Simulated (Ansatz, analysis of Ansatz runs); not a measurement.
# B-H pair in alpha-quartz: local vibrational mode, HSE06, part 2 of 2

Subject: B-H pair in alpha-quartz. Wanted: its local vibrational mode, in one set-up (HSE06, 36-site cell, PBE lattice, 420 eV, k: the zone centre alone, anharmonic cut). The model is a cell of 36 host atoms with B put on another atom's site and H put in between. The frequencies come from force constants among the defect atom and its neighbours, with the masses of the isotopes named. Exact exchange opens the gap, stiffens bonds and lessens the self-interaction error, at many times the cost.

Ansatz 0.2.0; HSE06, 36-site cell, PBE lattice, 420 eV, k: the zone centre alone, anharmonic cut.

So far: The starting structure; Relaxation, charge 0.

## 2. Relaxation, charge 0 (continued)

Level of this step: plane-wave PAW DFT, HSE06; relaxation of all atoms of a defect supercell (Ansatz).

The steps of the relaxation:

```
step  energy less that of the first step (eV)  largest force component (eV/Å)
   1                                   0.0000                          6.7513
   2                                  -2.5587                          2.9509
   3                                  -3.5237                          1.9125
   4                                  -3.8643                          0.5400
   5                                  -3.9801                          0.5444
   6                                  -4.0950                          0.7574
   7                                  -4.1806                          0.6904
   8                                  -4.2552                          0.9709
   9                                  -4.3163                          0.0989
  10                                  -4.3163                          0.1026
  11                                  -4.3023                          0.3095
  12                                  -4.3216                          0.0470
  13                                  -4.3234                          0.0353
  14                                  -4.3235                          0.0274
  15                                  -4.3234                          0.0944
  16                                  -4.3235                          0.0274
  17                                  -4.3234                          0.0973
  18                                  -4.3238                          0.0247
  19                                  -4.3238                          0.0179
  20                                  -4.3238                          0.0150
  21                                  -4.3238                          0.0046
  22                                  -4.3238                          0.0045
```

Relaxation steps 11, 15, 17 were tried and not accepted.

The atoms that moved most (Å, from the sites as typed, ahead of the random displacement, the mean shift of all atoms taken out):

```
atom      dx      dy      dz  length
 H37   0.598   0.356  -0.838   1.089
 O29  -0.270   0.224   0.222   0.415
 O31  -0.310   0.114  -0.173   0.373
 O30  -0.227  -0.104   0.245   0.349
 O32  -0.171  -0.027  -0.273   0.323
 B24  -0.113   0.219   0.192   0.312
  O7   0.166   0.234   0.030   0.288
 O14  -0.006   0.245   0.011   0.245
```

The relaxed structure:

```xyz
37
Lattice="-2.5092 4.3460 5.5090 5.0183 0.0000 5.5090 5.0183 8.6920 0.0000" Properties=species:S:1:pos:R:3 pbc="T T T"
Si    4.9794    4.2947    3.6244
Si   -0.1075    4.3117    3.6621
Si    3.7682    2.0120    7.4107
Si    1.2935    6.4692    7.3505
Si    1.2554    2.1856    0.0380
Si    1.3055    2.1990    5.4243
O     4.1188    5.5222    4.2269
O     3.9854    5.3268   10.0115
O     0.7068    5.1236    2.5350
O     0.9283    5.0495    8.0332
O     2.6198    2.3841    6.3369
O     0.1391    6.8436    6.2943
O     0.1334    1.7459    1.1135
O     2.7438    6.3950    6.6536
O     3.9120    3.2812    2.9620
O     3.9523    3.2260    8.4584
O     5.8086    3.5168    4.7641
O     0.9329    3.5729    4.6610
Si    7.5223    8.6472    3.6133
Si    2.4214    8.6497    3.8340
Si    6.1591    6.5273    7.3850
Si    3.8149   10.6965    7.3133
Si    3.7161    6.5964    0.0413
B     3.6858    7.1561    6.0253
O     6.5674    9.7300    4.3292
O     6.4609    9.7339   10.0201
O     3.3675    9.3752    2.7337
O     3.5002    9.2856    8.0509
O     4.9894    7.1174    6.4353
O     2.5234   11.1359    6.4575
O     2.4404    6.2638    0.9610
O     5.0883   10.4687    6.3699
O     6.6116    7.5126    2.8974
O     6.5324    7.5599    8.5747
O     8.4637    7.9578    4.7267
O     3.3612    8.0057    4.9875
H     4.4729    6.3921    4.0328
```

The atoms nearest to the centre after the run:

```
atom  distance (Å)
 B24         1.180
  O7         1.290
 H37         1.310
 O36         1.749
 O14         1.842
 O29         1.852
 Si1         2.810
Si20         3.038
```

Neighbours of the added atoms: H37: O7 0.96, O36 2.18, Si1 2.20 Å.

Numbers from this step:

| Quantity | Value |
| --- | --- |
| free energy | -20826.6118 eV |

The relaxation ends 117 meV an atom lower than the displaced start, with a largest force component of 0.0045 eV/Å.

## 3. Local vibrational modes

A local mode lives on the defect and the atoms next to it, so only the sites listed in the input are displaced, which costs far fewer SCF runs than the whole cell would.

This step: plane-wave PAW DFT, HSE06; finite-displacement force constants among the atoms nearest to a defect, the others at rest.

Input file modes/input.yaml:

```yaml
crystal:
  lattice:
    - [-2.50916922, 4.34600857, 5.50897409]
    - [5.01833844, 0.0, 5.50897409]
    - [5.01833844, 8.69201714, 0.0]
  atoms:
    - { symbol: Si, position: [0.079878246, 0.578030797, 0.454158666] }
    - { symbol: Si, position: [0.59111398, 0.073638567, 0.200491929] }
[... 1 atom line left out ...]
    - { symbol: Si, position: [0.910394624, 0.423888354, 0.289072574] }
[... 2 atom lines left out ...]
    - { symbol: O, position: [0.290919038, 0.47635472, 0.489863267] }
[... 6 atom lines left out ...]
    - { symbol: O, position: [0.698378018, 0.509398719, 0.386545355] }
[... 2 atom lines left out ...]
    - { symbol: O, position: [0.055954979, 0.808829571, 0.376628282] }
[... 2 atom lines left out ...]
    - { symbol: Si, position: [0.604285046, 0.09166528, 0.692984686] }
    - { symbol: Si, position: [0.432089835, 0.908451553, 0.534912577] }
[... 2 atom lines left out ...]
    - { symbol: B, position: [0.591271004, 0.502445463, 0.527657856] }
[... 4 atom lines left out ...]
    - { symbol: O, position: [0.496389171, 0.671767804, 0.570651373] }
[... 4 atom lines left out ...]
    - { symbol: O, position: [0.562268734, 0.994227855, 0.588620653] }
[... 1 atom line left out ...]
    - { symbol: O, position: [0.578301493, 0.327047256, 0.631885421] }
    - { symbol: H, position: [0.288070357, 0.443979993, 0.591359984] }
basis:
  ecutwfc: 420
  xc_grid: 2
hamiltonian:
  xc: hse06
kpoints:
  mp_grid: { grid: [1, 1, 1] }
scf:
  occupations: { method: fermi_dirac, width: 0.01 }
  max_iter: 120
output: {}
checkpoint:
  read: "../relax.run"
phonons:
  supercell: [1, 1, 1]
  displaced_sites: [6, 36]
```

The run is started by

```
> ansatz run input.yaml --threads 2 --pin off --max-ram 3768MiB --backend cpu --events-out ev --progress --plain --runs-dir out
```

Numbers of over 12 decimals in the logs are rounded to 6 here.

The log of the run:

```text
[...]
Warning: basis.xc_grid 2: finite-displacement phonons take 3 at the least, and a number is run as typed, so the frequencies can be off [figures from the program's tests cut]. [...]
[...]
Crystal: 37 atoms, lattice volume = 480.597 Å³
Basis set: ecut = 420 eV, 9403 PW (Γ), exchange–correlation on 100×100×144 points (8 copies of the dense FFT grid, shifted against one another)
Bands: 133, of which v1, the nominal top of the filled ones, is band 96 counted from 1 (95 counted from 0)
Symmetry: 1 space group operations
k-points: 1
[...]
Stability of the state it starts from, as read at its close in the unpolarized treatment: not read, because the functional holds exact exchange (a hybrid, or Hartree-Fock), whose exchange loop this test does not read (fock_operator)
[...]
Frozen-core exchange: fock
[...]
max |Σ_I F_I| component: 1.01e-5 eV/Å
--- Band table (eV) ---
[...]
--- Phonons: 12 displaced members + reference (amplitude 0.0025 Å, Σ member SCF iterations 159) ---
  symmetry images taken by strict's conditions (phonons.symmetry_images: auto; settled by no image being taken that strict refuses)
  force constants formed among 2 of 37 sites (O 6, H 36); the other 35 at rest. The modes move the named sites alone.
  the frequencies, the zero-point energy and the sums are of the block with the acoustic sum rule laid on its rows. Row sums over every site: 1.0e-4 eV/Å² at the most
  transpose residual: 6.8e-4 eV/Å²
  largest component of a force at the reference: 4.5e-3 eV/Å on a named site, 3.3e-3 eV/Å on a site at rest
  frequencies among the named sites at Γ of the cell (cm⁻¹): 219.43 223.58 371.34 768.12 960.27 3851.35
  unstable modes among the named sites: 0
  frequencies as built, with no sum rule (cm⁻¹): 219.42 223.58 371.33 768.12 960.27 3851.35
  zero-point energy: 0.396383 eV/cell   skipped modes (ω ≤ 0): 0
  not written: the harmonic force-constant file, the file of eigenvectors (these modes' are written with the force constants), the density of states and the dispersion, which are of every site
[key lines of the parts left out:]
Free energy (F): -20826.611795 eV
Fermi energy:    4.311526 eV
```

Run time: 3.7 min. Hardware: 2 threads of Intel Xeon 6975P-C (Granite Rapids), shared host; peak memory 0.93 GiB; 7 min of CPU time.

Reading the cycles: dr2 is the Hartree energy of the density residual (eV), the measure of convergence; HF is the Harris–Foulkes estimate of the energy, which meets the free energy F at convergence.

Numbers from this step:

* free energy: -20826.6118 eV

The modes with the largest weight on the probed atoms (the light atom of a pair), for the masses of each isotope. Modes of the displaced atoms (local only where they lie over the host's phonons):

```
isotopes  mode (cm⁻¹)  share of the defect atoms
       H         3852                      0.941
       H        960.3                      0.952
       H        371.4                      0.737
       D         2805                      0.886
       D        695.7                      0.903
       D        184.3                      0.675
```

## 4. Point 1 along the mode

A light atom samples the curved part of its well, so the energy is mapped along the mode and the one-dimensional Schrödinger equation solved on it.

This step: plane-wave PAW DFT, HSE06; single point of a defect supercell.

cut0/input.yaml, as its differences from modes/input.yaml of step 3:

```diff
@@ -11,3 +11,3 @@
 [... 2 atom lines left out ...]
-    - { symbol: O, position: [0.290919038, 0.47635472, 0.489863267] }
+    - { symbol: O, position: [0.290976406, 0.475736232, 0.491646301] }
 [... 6 atom lines left out ...]
@@ -27,3 +27,3 @@
     - { symbol: O, position: [0.578301493, 0.327047256, 0.631885421] }
-    - { symbol: H, position: [0.288070357, 0.443979993, 0.591359984] }
+    - { symbol: H, position: [0.288138577, 0.453578199, 0.56276893] }
 basis:
@@ -38,7 +38,5 @@
   max_iter: 120
-output: {}
+output:
+  forces: true
 checkpoint:
   read: "../relax.run"
-phonons:
-  supercell: [1, 1, 1]
-  displaced_sites: [6, 36]
```

The log of the run:

```text
[...]
Warning: checkpoint.read: the run can stay near the saved state's solution: 2 site(s) moved relative to the saved geometry (max |Δs| = 2.859e-2 fractional); [...]
[...]
Crystal: 37 atoms, lattice volume = 480.597 Å³
Basis set: ecut = 420 eV, 9403 PW (Γ), exchange–correlation on 100×100×144 points (8 copies of the dense FFT grid, shifted against one another)
Bands: 133, of which v1, the nominal top of the filled ones, is band 96 counted from 1 (95 counted from 0)
Symmetry: 1 space group operations
[...]
k-points: 1
[...]
SCF iter   5: F=-20818.022928 eV  HF=-20818.022931 eV  |F-HF|=2.61e-6  |Δ(HF+E_count)|=   7.57e-4  Δρ=3.63e-4  dr2=2.23e-4  ethr=1.16e-7  ⟨swp⟩=4.0  Hψ=587  notcnv=0  defer=1
SCF 1 stopped early in 5 iterations: F = -20818.022928 eV  dr2 = 2.23e-4
[...]
Frozen-core exchange: fock
[...]
Free energy (F): -20821.961212 eV
[...]
Internal energy: -20821.961212 eV  (E = F + TS)
E sigma→0 (E₀):  -20821.961212 eV
Fermi energy:    4.331993 eV
[...]
--- Forces (eV/Å), atoms counted from 1 ---
  atom   1  Si    -0.16449057    -0.16507578     0.07839061
  atom   2  Si    -0.00621235    -0.02316132    -0.00053670
  [... 1 atom left out ...]
  atom   4  Si    -0.00326948    -0.06193369    -0.03508266
  [... 2 atoms left out ...]
  atom   7  O    -17.10715892   -42.94326222     9.28224467
  [... 6 atoms left out ...]
  atom  14  O     -0.01993089    -0.02789508     0.02189586
  [... 5 atoms left out ...]
  atom  20  Si     0.11329599    -0.04340368     0.04043970
  atom  21  Si    -0.00230231     0.04424651    -0.00909155
  [... 2 atoms left out ...]
  atom  24  B      0.02038329     0.13941819    -0.11335422
  [... 4 atoms left out ...]
  atom  29  O      0.00576327    -0.04304201     0.01235565
  [... 6 atoms left out ...]
  atom  36  O     -0.05199774    -0.06102036     0.05336780
  atom  37  H     17.39308252    42.86247746    -9.48615110
  max |Σ_I F_I| component: 8.39e-5 eV/Å
--- Band table (eV) ---
[...]
```

Elapsed: 17 s, on 2 threads; peak memory 0.89 GiB; 31 s of CPU time.

Numbers from this step:

| Quantity | Value |
| --- | --- |
| free energy | -20821.9612 eV |

The other runs of this kind differ in structure, charge or spin alone:

```
                   run    outcome  energy less the first (eV)  moment (μB)  time
point 1 along the mode  converged                      0.0000         0.00  17 s
point 2 along the mode  converged                     -2.6717         0.00  16 s
point 3 along the mode  converged                     -3.8866         0.00  16 s
point 4 along the mode  converged                     -4.4917         0.00  16 s
point 5 along the mode  converged                     -4.5359         0.00  16 s
point 6 along the mode  converged                     -4.2576         0.00  16 s
point 7 along the mode  converged                     -3.9141         0.00  16 s
point 8 along the mode  converged                     -3.4736         0.00  16 s
point 9 along the mode  converged                     -3.0169         0.00  16 s
```

## 5. Anharmonic fundamental

Analysis of the runs above: one-dimensional Schroedinger equation on a polynomial through HSE06 energies along the local mode.

It gives:

| Item | Value |
| --- | --- |
| stretch | 3695 cm⁻¹ |
| stretch harmonic | 3852 cm⁻¹ |

Table of energy by normal coordinate:

```
normal coordinate (amu½ Å)  energy (eV)
                    -0.281         4.65
                    -0.206         1.98
                    -0.140        0.764
                    -0.070        0.159
                     0.000            0
                     0.070        0.115
                     0.140        0.393
                     0.206        0.736
                     0.281         1.18
                     0.356         1.63
```

## 6. Outcome

| Quantity | Value |
| --- | --- |
| distance from the defect atom to its nearest neighbour | 0.959 Å |
| O-H stretch, 1H | 3695 cm⁻¹ |
| time of the whole chain | 11 min on 2 threads |

**Reading.** O-H stretch, 1H: computed 3695 cm⁻¹, measured 3595 cm⁻¹; 100 cm⁻¹ (3 %) above the measurement. The anharmonic cut moves the O-H stretch, 1H from 3852 to 3695 cm⁻¹; a straight cut leaves out the coupling to the other modes. Only the named neighbours move, so modes near the host's band are approximate. Limits: the zone centre alone is a coarse sampling for this cell; the periodic copies of the defect are only 7.5 Å apart.

[Logs are printed without paths, hosts, clocks, repeated set-up lines and the standing remarks that a program may print on its own settings, such as how far it seeks lower states.]

[Hosts, paths, dates, database ids (printed as entryN), source tags and the programs' standing remarks are cut or masked in the printed files.]

[For some hosts the program warned that the k-mesh of the response run may be too coarse for force constants and the static dielectric constant; such warnings are not shown here.]
